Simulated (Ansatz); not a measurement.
**Stack of 1T-GeBr2 under 1T-SnO2, shifted by a third of the diagonal in a perpendicular field**

What dipole does a perpendicular field induce in the stack of 1T-GeBr2 under 1T-SnO2, shifted by a third of the diagonal, and does the gap follow? A positive field points along +c.

Program: Ansatz 0.2.0. Level of theory: plane-wave DFT, PBE-D3(BJ), Ansatz PAW, in the first sound run; inputs show where later runs differ. Results are calculated unless marked as measured.

### 1. Starting point

The cell holds 6 atoms: 2 Br, 1 Ge, 2 O and 1 Sn. Its edges and angles: a = 3.254 Å, b = 3.254 Å, c = 46.242 Å, α = 90.0°, β = 90.0°, γ = 120.0°. Regions: layer 1: 1T-GeBr2, 3 atoms (2 Br and 1 Ge); layer 2: 1T-SnO2, 3 atoms (2 O and 1 Sn). Vacuum lies along c.

As a file:

```cif
data_structure
_symmetry_space_group_name_H-M 'P 1'
_symmetry_Int_Tables_number 1
_cell_length_a 3.2544
_cell_length_b 3.2544
_cell_length_c 46.2419
_cell_angle_alpha 90.000
_cell_angle_beta 90.000
_cell_angle_gamma 120.000
_cell_volume 424.13
loop_
_atom_site_label
_atom_site_type_symbol
_atom_site_fract_x
_atom_site_fract_y
_atom_site_fract_z
_atom_site_occupancy
Br1 Br 0.66667 0.33333 0.41737 1
Ge2 Ge 0.00000 0.00000 0.44768 1
Br3 Br 0.33333 0.66667 0.47799 1
O4 O 0.00000 0.00000 0.54395 1
Sn5 Sn 0.33333 0.66667 0.56329 1
O6 O 0.66667 0.33333 0.58263 1
```

### 2. Relaxation

The starting cell is a guess, so the in-plane lattice and the atoms are relaxed first, with the slab cut off from its images along the normal.

The input, input.yaml:

```yaml
crystal:
  lattice:
    - [3.25437, 0.0, 0.0]
    - [-1.627185, 2.8183670933, 0.0]
    - [0.0, 0.0, 46.2419453464]
  atoms:
    - { symbol: Br, position: [0.6666666667, 0.3333333333, 0.4173699842] }
    - { symbol: Ge, position: [0.0, 0.0, 0.4476789488] }
    - { symbol: Br, position: [0.3333333333, 0.6666666667, 0.4779879133] }
    - { symbol: O, position: [0.0, 0.0, 0.5439453461] }
    - { symbol: Sn, position: [0.3333333333, 0.6666666667, 0.5632876809] }
    - { symbol: O, position: [0.6666666667, 0.3333333333, 0.5826300158] }
  periodic: [true, true, false]
kpoints:
  mp_grid: { grid: [12, 12, 1] }
hamiltonian:
  xc: pbe
  dispersion: d3bj
scf:
  occupations: { method: fermi_dirac, width: 0.05 }
  convergence: { dr2_threshold: 1.0e-09 }
relax:
  f_tol: 0.004
  max_steps: 90
  cell: {}
output:
  write_potential: true
  write_density: true
  volumetric_format: npy
```

Command:

```bash
> ansatz run input.yaml --threads 4 --pin off --max-ram 6144MiB --backend cpu --events-out ev --progress --plain --runs-dir out
```

Numbers of over 12 decimals in the logs are rounded to 6 here.

The log of the run:

```text
Warning: relax.cell: scf.convergence.dr2_threshold = 1e-9 eV is looser than the 1.92778370769e-10 eV advised for a relaxation that steers and ends on the stress (1e-10 eV for each atom of the cell: 6, times the square of relax.cell.stress_2d_tol = 0.05 N/m over 17.6 Å (the atoms' height at the walk's start and 5 Å past either face), 2.834e-2 GPa, over a crystal's default 0.05). What an SCF threshold leaves in a stress goes as its square root, and in the free energy as the threshold itself, and one threshold admits the most on a small cell: [figures from the program's tests cut] Set scf.convergence.dr2_threshold to 1.92778370769e-10 eV or tighter. [rest of the remark cut]
Engine: ansatz 0.2.0, aarch64-unknown-linux-gnu
Pseudopotentials: kind: paw
Pseudopotential: Br, paw, valence charge 7, recommended cutoff 420 eV (normal), Br.paw.azcp
Pseudopotential: Ge, paw, valence charge 14, recommended cutoff 420 eV (normal), Ge.paw.azcp
Pseudopotential: O, paw, valence charge 6, recommended cutoff 420 eV (normal), O.paw.azcp
Pseudopotential: Sn, paw, valence charge 14, recommended cutoff 420 eV (normal), Sn.paw.azcp
Functional definition: PBE
  parameter kappa = 0.804
  parameter beta = 0.066725
  exchange = pbe_x(kappa = kappa, mu = beta*pi^2/3)
  correlation = pbe_c(beta = beta)
Crystal: 6 atoms, lattice volume = 424.132 Å³
Basis set: ecut = 420 eV, 8423 PW (Γ), exchange–correlation on 48×48×640 points (8 copies of the dense FFT grid, shifted against one another)
Bands: 33, of which v1, the nominal top of the filled ones, is band 27 counted from 1 (26 counted from 0)
Symmetry: 6 space group operations
Space group: P3m1 (ITA 156), of the structure as read, at distance tolerance 7.5e-5 Å
k-points: 19 of 144 (time reversal used)
Non-local potential: Br, projectors of the file, l = 0: 2, l = 1: 2, l = 2: 2
Non-local potential: Ge, projectors of the file, l = 0: 2, l = 1: 2, l = 2: 3, l = 3: 1
Non-local potential: O, projectors of the file, l = 0: 2, l = 1: 2, l = 2: 1
Non-local potential: Sn, projectors of the file, l = 0: 2, l = 1: 2, l = 2: 2, l = 3: 2
PAW form: soft (Blöchl's): semilocal exchange-correlation on the pseudo side does not see the compensation charge
PAW one-centre angular grid: Br, 110 points (default); XC on 64 Gauss nodes
PAW one-centre angular grid: Ge, 590 points (default); XC on 64 Gauss nodes
PAW one-centre angular grid: O, 110 points (default); XC on 64 Gauss nodes
PAW one-centre angular grid: Sn, 590 points (default); XC on 64 Gauss nodes
Initial density: superposition of atomic densities (neutral atoms: chi_scale 0, normalization atom), corrected by the library's trained network
Initial wavefunctions: pseudopotential atomic-orbital guess
Functional: x = pbe(κ = 0.804, μ = 0.219515), c = pbe(β = 0.066725)
SCF iter   1: F=—  HF=-17017.826380 eV  |F-HF|=—  |Δ(HF+E_count)|=         —  Δρ=1.82e-3  dr2=2.41e-2  ethr=1.77e-3  ⟨swp⟩=20.9  Hψ=5724  notcnv=0
preconditioner: auto → LDOS  [insulator: Δε(μ)=0.137 eV  Ē_g=17.970 eV  σ=0.050 eV  W_gap=0.57  n_scr=28 (ndim 8)  ℏωp=13.2 eV  f_vac=0.761  D(μ)=0.55/eV (n_scr^D=6)  ε∞_Penn≈1.5  β→1.0]
SCF iter   2: F=—  HF=-17017.836773 eV  |F-HF|=—  |Δ(HF+E_count)|=   1.04e-2  Δρ=1.88e-3  dr2=2.86e-2  ethr=4.47e-5  ⟨swp⟩=4.8  Hψ=2203  notcnv=0  defer=22
SCF iter   3: F=—  HF=-17017.828095 eV  |F-HF|=—  |Δ(HF+E_count)|=   8.68e-3  Δρ=5.15e-4  dr2=2.07e-3  ethr=4.47e-5  ⟨swp⟩=2.9  Hψ=1310  notcnv=0  defer=22
SCF iter   4: F=—  HF=-17017.827542 eV  |F-HF|=—  |Δ(HF+E_count)|=   5.52e-4  Δρ=1.11e-4  dr2=1.21e-4  ethr=3.83e-6  ⟨swp⟩=3.9  Hψ=1442  notcnv=0  defer=22
SCF iter   5: F=—  HF=-17017.827515 eV  |F-HF|=—  |Δ(HF+E_count)|=   2.76e-5  Δρ=2.95e-5  dr2=1.02e-5  ethr=2.24e-7  ⟨swp⟩=3.1  Hψ=1419  notcnv=0  defer=22
SCF iter   6: F=—  HF=-17017.827518 eV  |F-HF|=—  |Δ(HF+E_count)|=   2.85e-6  Δρ=1.30e-5  dr2=1.89e-6  ethr=1.88e-8  ⟨swp⟩=3.2  Hψ=1420  notcnv=0  defer=22
SCF iter   7: F=—  HF=-17017.827469 eV  |F-HF|=—  |Δ(HF+E_count)|=   4.90e-5  Δρ=3.38e-6  dr2=5.96e-8  ethr=3.50e-9  ⟨swp⟩=3.4  Hψ=1347  notcnv=0  defer=22
SCF iter   8: F=—  HF=-17017.827469 eV  |F-HF|=—  |Δ(HF+E_count)|=   1.45e-8  Δρ=9.93e-7  dr2=6.52e-9  ethr=1.10e-10  ⟨swp⟩=3.5  Hψ=1502  notcnv=0  defer=22
SCF iter   9: F=—  HF=-17017.827469 eV  |F-HF|=—  |Δ(HF+E_count)|=   2.05e-8  Δρ=4.67e-7  dr2=1.22e-9  ethr=1.85e-12  ⟨swp⟩=14.5  Hψ=5927  notcnv=0
SCF iter  10: F=-17017.827469 eV  HF=-17017.827469 eV  |F-HF|=2.44e-10  |Δ(HF+E_count)|=   3.58e-9  Δρ=1.19e-7  dr2=5.40e-11  ethr=1.85e-12  ⟨swp⟩=12.6  Hψ=4894  notcnv=0
SCF 1 converged in 10 iterations: F = -17017.827469 eV  dr2 = 5.40e-11
  greatest PAW one-centre occupation: 0.999 electrons in one spin orbital (limit 2), on the Ge atom at site 1 (counted from 0), in its partial waves of l = 2
relax step   1: F+E_penalty+E_count = -17017.82746867 eV  Δ(F+E_penalty+E_count) = +0.000e0 eV  max|allowed force component| = 6.225e0 eV/Å  Δτ_max = 0.0000 Å  P = +39.535 N/m  Ω = 424.132 Å³  fix = [c, alpha, beta]  reactions: c +0.000 N/m  (10 SCF iters, accepted)
Crystal: 6 atoms, lattice volume = 436.242 Å³
Basis set: ecut = 420 eV, 8687 PW (Γ), exchange–correlation on 48×48×640 points (8 copies of the dense FFT grid, shifted against one another)
Initial density: handed on by an earlier stage of this run
Initial wavefunctions: those handed on with the density
iter 1 solved again at ethr=6.29e-4 eV; its pass at ethr=3.10e-3 eV (dr2=3.40e-1 eV) is discarded
SCF iter   1: F=—  HF=-17020.275722 eV  |F-HF|=—  |Δ(HF+E_count)|=         —  Δρ=5.70e-3  dr2=3.44e-1  ethr=6.29e-4  ⟨swp⟩=2.0  Hψ=4787  notcnv=0
preconditioner: auto → Resta (q_TF=auto, 1.926 Å⁻¹)  ε∞=1.6  [insulator: Δε(μ)=0.471 eV  Ē_g=17.328 eV  σ=0.050 eV  W_gap=0.97  n_scr=28 (ndim 8)  ℏωp=13.1 eV  f_vac=0.756  D(μ)=0.01/eV (n_scr^D=0)  ε∞_Penn≈1.6  vacuum switching on, ρ_ref=2.2e-2 e/Å³]
SCF iter   2: F=—  HF=-17020.354369 eV  |F-HF|=—  |Δ(HF+E_count)|=   7.86e-2  Δρ=5.61e-3  dr2=2.67e0  ethr=6.29e-4  ⟨swp⟩=5.5  Hψ=1618  notcnv=0  defer=10  recentre
preconditioner: auto → LDOS  [insulator: Δε(μ)=0.235 eV  Ē_g=17.671 eV  σ=0.050 eV  W_gap=0.82  n_scr=28 (ndim 8)  ℏωp=13.1 eV  f_vac=0.756  D(μ)=0.54/eV (n_scr^D=6)  ε∞_Penn≈1.5  β→1.0]
SCF iter   3: F=—  HF=-17020.231786 eV  |F-HF|=—  |Δ(HF+E_count)|=   1.23e-1  Δρ=3.07e-3  dr2=1.48e-1  ethr=6.29e-4  ⟨swp⟩=4.4  Hψ=1217  notcnv=0  defer=25
SCF iter   4: F=—  HF=-17020.211088 eV  |F-HF|=—  |Δ(HF+E_count)|=   2.07e-2  Δρ=1.13e-3  dr2=1.65e-2  ethr=2.74e-4  ⟨swp⟩=2.8  Hψ=949  notcnv=0  defer=27
[...]
relax step   8: F+E_penalty+E_count = -17021.50661170 eV  Δ(F+E_penalty+E_count) = +6.006e-5 eV  max|allowed force component| = 3.218e-3 eV/Å  Δτ_max = 0.0060 Å  P = +0.014 N/m  Ω = 470.805 Å³  energy of the carried Pulay correction = -2.169e-2 eV  fix = [c, alpha, beta]  reactions: c +0.000 N/m  (10 SCF iters, accepted)
relax step   9: F+E_penalty+E_count = -17021.54367965 eV  Δ(F+E_penalty+E_count) = -3.707e-2 eV  max|allowed force component| = 3.464e-3 eV/Å  Δτ_max = 0.0000 Å  P = +0.569 N/m  Ω = 470.805 Å³  fix = [c, alpha, beta]  reactions: c +0.000 N/m  stress off target by 5.69e-1 N/m on what of the cell is left free  SCF on the basis re-selected at this cell (its energy is not comparable with the rows above)  (11 SCF iters)
relax step  10: F+E_penalty+E_count = -17021.54368160 eV  Δ(F+E_penalty+E_count) = -1.943e-6 eV  max|allowed force component| = 9.289e-3 eV/Å  Δτ_max = 0.0069 Å  P = +0.058 N/m  Ω = 473.420 Å³  energy of the carried Pulay correction = -1.104e-3 eV  fix = [c, alpha, beta]  reactions: c +0.000 N/m  (10 SCF iters, accepted)
relax step  11: F+E_penalty+E_count = -17021.54356552 eV  Δ(F+E_penalty+E_count) = +1.161e-4 eV  max|allowed force component| = 1.054e-3 eV/Å  Δτ_max = 0.0019 Å  P = -0.000 N/m  Ω = 473.734 Å³  energy of the carried Pulay correction = -1.240e-3 eV  fix = [c, alpha, beta]  reactions: c -0.000 N/m  (9 SCF iters, accepted)
iter 1 solved again at ethr=8.34e-7 eV; its pass at ethr=3.10e-3 eV (dr2=4.50e-4 eV) is discarded
SCF iter   1: F=—  HF=-17021.540774 eV  |F-HF|=—  |Δ(HF+E_count)|=         —  Δρ=1.01e-4  dr2=1.15e-6  ethr=8.34e-7  ⟨swp⟩=5.6  Hψ=7125  notcnv=0
eigensolver tolerance schedule: the retry pair's looser diagonalisation over-reported the residual by 392.14 of it (diagonalisation noise at 0.12 of the residual, at the tolerance the schedule requests for it); recorded, not acted on — ethr = c·dr2/N_el stays at c = 1.0e-1
preconditioner: auto → Resta (q_TF=auto, 1.900 Å⁻¹)  ε∞=1.6  [insulator: Δε(μ)=0.401 eV  Ē_g=16.654 eV  σ=0.050 eV  W_gap=0.93  n_scr=26 (ndim 8)  ℏωp=12.5 eV  f_vac=0.744  D(μ)=0.04/eV (n_scr^D=0)  ε∞_Penn≈1.6  vacuum switching on, ρ_ref=2.0e-2 e/Å³]
SCF iter   2: F=—  HF=-17021.543262 eV  |F-HF|=—  |Δ(HF+E_count)|=   2.49e-3  Δρ=5.03e-5  dr2=3.23e-7  ethr=2.12e-9  ⟨swp⟩=4.5  Hψ=2004  notcnv=0
SCF iter   3: F=—  HF=-17021.544683 eV  |F-HF|=—  |Δ(HF+E_count)|=   1.42e-3  Δρ=1.03e-5  dr2=3.87e-7  ethr=5.98e-10  ⟨swp⟩=3.3  Hψ=1469  notcnv=0
SCF iter   4: F=—  HF=-17021.544776 eV  |F-HF|=—  |Δ(HF+E_count)|=   9.28e-5  Δρ=1.98e-6  dr2=3.01e-8  ethr=5.98e-10  ⟨swp⟩=3.3  Hψ=1184  notcnv=0
SCF iter   5: F=—  HF=-17021.544785 eV  |F-HF|=—  |Δ(HF+E_count)|=   9.21e-6  Δρ=8.05e-7  dr2=2.23e-8  ethr=5.57e-11  ⟨swp⟩=3.0  Hψ=1156  notcnv=0
SCF iter   6: F=—  HF=-17021.544786 eV  |F-HF|=—  |Δ(HF+E_count)|=   1.52e-6  Δρ=4.77e-7  dr2=1.22e-9  ethr=4.12e-11  ⟨swp⟩=1.7  Hψ=704  notcnv=0
iter 7 met the thresholds in force, and the SCF goes on: an eigenvalue changes by 1.28 meV, over its tolerance of 1.14 meV (output.eigenvalues, Limitations)
SCF iter   7: F=-17021.544787 eV  HF=-17021.544787 eV  |F-HF|=2.20e-7  |Δ(HF+E_count)|=   6.35e-7  Δρ=2.21e-7  dr2=3.67e-10  ethr=1.85e-12  ⟨swp⟩=20.2  Hψ=5637  notcnv=0
SCF iter   8: F=-17021.544787 eV  HF=-17021.544787 eV  |F-HF|=2.79e-8  |Δ(HF+E_count)|=   1.92e-7  Δρ=7.61e-8  dr2=2.34e-11  ethr=1.00e-12  ⟨swp⟩=9.8  Hψ=4392  notcnv=0
SCF 12 converged in 8 iterations: F = -17021.544787 eV  dr2 = 2.34e-11
relax step  12: F+E_penalty+E_count = -17021.54478712 eV  Δ(F+E_penalty+E_count) = -1.222e-3 eV  max|allowed force component| = 1.059e-3 eV/Å  Δτ_max = 0.0000 Å  P = +0.005 N/m  Ω = 473.734 Å³  fix = [c, alpha, beta]  reactions: c +0.000 N/m  stress off target by 5.26e-3 N/m on what of the cell is left free  SCF on the basis re-selected at this cell (its energy is not comparable with the rows above)  (8 SCF iters)
basis re-selected at this cell: Δ(F+E_penalty+E_count) = -1.222e-3 eV, ΔP = +0.006 N/m vs the last step (what re-selecting the basis moved, of the pressure what is left beyond the Pulay correction that the steps carried, after the strain that the cell walked since its last selection, with what the two solves' SCF thresholds leave and, on support functions, any second-order correction that the steps lacked; it is no m [...]
WARN: The output density's exchange-correlation potential varies sharply where the density is thin. Do not read a vacuum level from v_tot or v_xc, or from such a field of the output density. On a cell that repeats whose density bears no net charge and no dipole along the vacuum's axis use v_es (v_loc + v_h of the components); under efield.dipole_correction with no amplitude use v_es + v_field, which holds any externa [...]
SCF converged after 8 iterations
an eigenvalue changed by more than its tolerance at an iteration that met the thresholds in force, so the SCF went on 1 time: the last check found none over its tolerance
Free energy (F): -17021.544787 eV
Harris-Foulkes:  -17021.544787 eV  (|F-HF|=2.79e-8)
Internal energy: -17021.544289 eV  (E = F + TS)
E sigma→0 (E₀):  -17021.544538 eV
Entropy (-TS):   -0.000498 eV (-0.083 meV/atom)
Fermi energy:    -5.696517 eV
--- Per-component energies (eV) ---
  E_band       = -1002.639258
  E_kinetic    = 911.330256
  E_local      = -212396.214646  (includes V_loc(G=0)·N_el)
  E_nonlocal   = 619.376814
  E_hartree    = 105588.305825
  E_xc         = -1130.705010
  E_vxc        = -551.410040  (∫ρ·V_xc dr)
  E_paw        = -10966.673581  (= ΣΔE_a)
  E_vpaw       = -762.338128  (= ΣTr[D̂ρ^β])
  E_aug_tail   = 0.005065  (compensation charges beyond the density's cutoff)
  E_ewald      = 100354.223145
  E_disp       = -1.192158  (pairwise vdW)
  E_smearing   = -0.000498  (= −TS)
  E_closure    = 0.000000  (closes the sum)
  Σ components = -17021.544787   (vs F -17021.544787, Δ=0.00e0)
--- Forces (eV/Å), atoms counted from 1 ---
  atom   1  Br    -0.00000000    -0.00000000     0.00036007
  atom   2  Ge     0.00000000    -0.00000000    -0.00105880
  atom   3  Br     0.00000000     0.00000000     0.00084391
  atom   4  O      0.00000000     0.00000000     0.00031250
  atom   5  Sn     0.00000000     0.00000000    -0.00017480
  atom   6  O     -0.00000000    -0.00000000    -0.00028398
  max |Σ_I F_I| component: 1.09e-6 eV/Å
--- 2D stress c σ (N/m, compression-positive) ---
        0.005256      -0.000000      -0.000000
       -0.000000       0.005256       0.000000
       -0.000000       0.000000       0.000000
  P = ½ c Tr σ = 0.0053 N/m
--- Band table (eV; the first three rows and the last of 19) ---
  k-point 0: bands = [... 23 lower, -6.8314, -6.7118, -6.7118, -6.5556, -5.5607, -2.5024, -2.1877, -1.4554, ... 2 higher]
  k-point 1: bands = [... 23 lower, -7.1648, -6.9884, -6.7433, -6.1672, -5.3329, -2.2782, -2.0650, -1.7851, ... 2 higher]
  k-point 2: bands = [... 23 lower, -7.5159, -7.3156, -6.8950, -5.9816, -4.7675, -2.8301, -1.8189, -1.5017, ... 2 higher]
  k-point 18: bands = [... 23 lower, -8.8355, -7.6332, -7.4359, -7.1023, -3.6155, -3.6082, -2.4444, -1.6249, ... 2 higher]
  the weakly bound empty levels are not read free of the cell's end (no_gap_told)
--- Relaxed structure (10 steps of the walk, 9 accepted, 2 SCFs on fresh bases) ---
  F+E_penalty+E_count = -17021.54478712 eV   max|allowed force component| = 1.059e-3 eV/Å   (the final SCF, on the basis selected at the relaxed cell)
  cell:  # Å, volume = 473.7342 Å³
    - [3.439411, 6.847876648867923e-18, 0]
    - [-1.719705, 2.978617, 0]
    - [0, 0, 46.2419453464]
  atoms:
    - { symbol: Br, position: [0.666667, 0.333333, 0.403394] }
    - { symbol: Ge, position: [-1.7217778895755391e-18, 0, 0.444405] }
    - { symbol: Br, position: [0.333333, 0.666667, 0.485019] }
    - { symbol: O, position: [1.47711348260471e-18, 0, 0.546754] }
    - { symbol: Sn, position: [0.333333, 0.666667, 0.566817] }
    - { symbol: O, position: [0.666667, 0.333333, 0.586511] }
```

Wall time 2.1 min (4 threads of Arm Neoverse V1, shared host); peak memory 0.91 GiB.

Relaxation path:

```csv
step,energy less that of the first step (eV),largest force component (eV/Å),volume (Å³)
1,0.0000,6.2250,424.13
2,-2.3839,3.3508,436.24
3,-3.4260,1.1865,449.66
4,-3.6614,0.1798,463.93
5,-3.6760,0.1044,467.91
6,-3.6792,0.0217,470.33
7,-3.6788,0.0616,470.81
8,-3.6791,0.0032,470.80
9*,-3.7162,0.0035,470.80
10,-3.7162,0.0093,473.42
11,-3.7161,0.0011,473.73
12*,-3.7173,0.0011,473.73
```

Relaxation steps marked * repeat the geometry before them on a plane-wave basis chosen anew for their cell, so energy and pressure can jump there. Relaxation step 7 was tried and not accepted.

The run keeps the 6 symmetry operations that it works with, so distortions that break them were not tested.

```csv
cell as run,before,after,change
a (Å),3.254,3.439,+5.7 %
b (Å),3.254,3.439,+5.7 %
```

The atoms that moved most (Å, along periodic axes as changes of fractional coordinates times the final cell, across vacuum about the mean position):

```csv
atom,dx,dy,dz,length
Br1,0.000,0.000,-0.646,0.646
Br3,0.000,0.000,0.325,0.325
O6,0.000,0.000,0.179,0.179
Sn5,0.000,0.000,0.163,0.163
Ge2,0.000,0.000,-0.151,0.151
O4,0.000,0.000,0.130,0.130
```

The relaxed structure:

```xyz
6
Lattice="3.4394 0.0000 0.0000 -1.7197 2.9786 0.0000 0.0000 0.0000 46.2419" Properties=species:S:1:pos:R:3
Br    1.7197    0.9929   18.6537
Ge    0.0000    0.0000   20.5501
Br    0.0000    1.9857   22.4282
O     0.0000    0.0000   25.2830
Sn    0.0000    1.9857   26.2107
O     1.7197    0.9929   27.1214
```

Numbers from this step:

```yaml
energy_at_zero_smearing: -17021.5445 eV
```

The lattice constant a goes from 3.254 to 3.439 Å.

(Continued in part 2 of 3.)

[Logs are printed without paths, hosts, clocks, repeated set-up lines and the standing remarks that a program may print on its own settings, such as how far it seeks lower states.]

[Hosts, paths, dates, database ids (printed as entryN), source tags and the programs' standing remarks are cut or masked in the printed files.]

[Maps of the electrostatic potential energy from Ansatz leave out the sawtooth potential of an applied field or a dipole correction, so their vacuum need not be flat; planar profiles and work functions include it.]
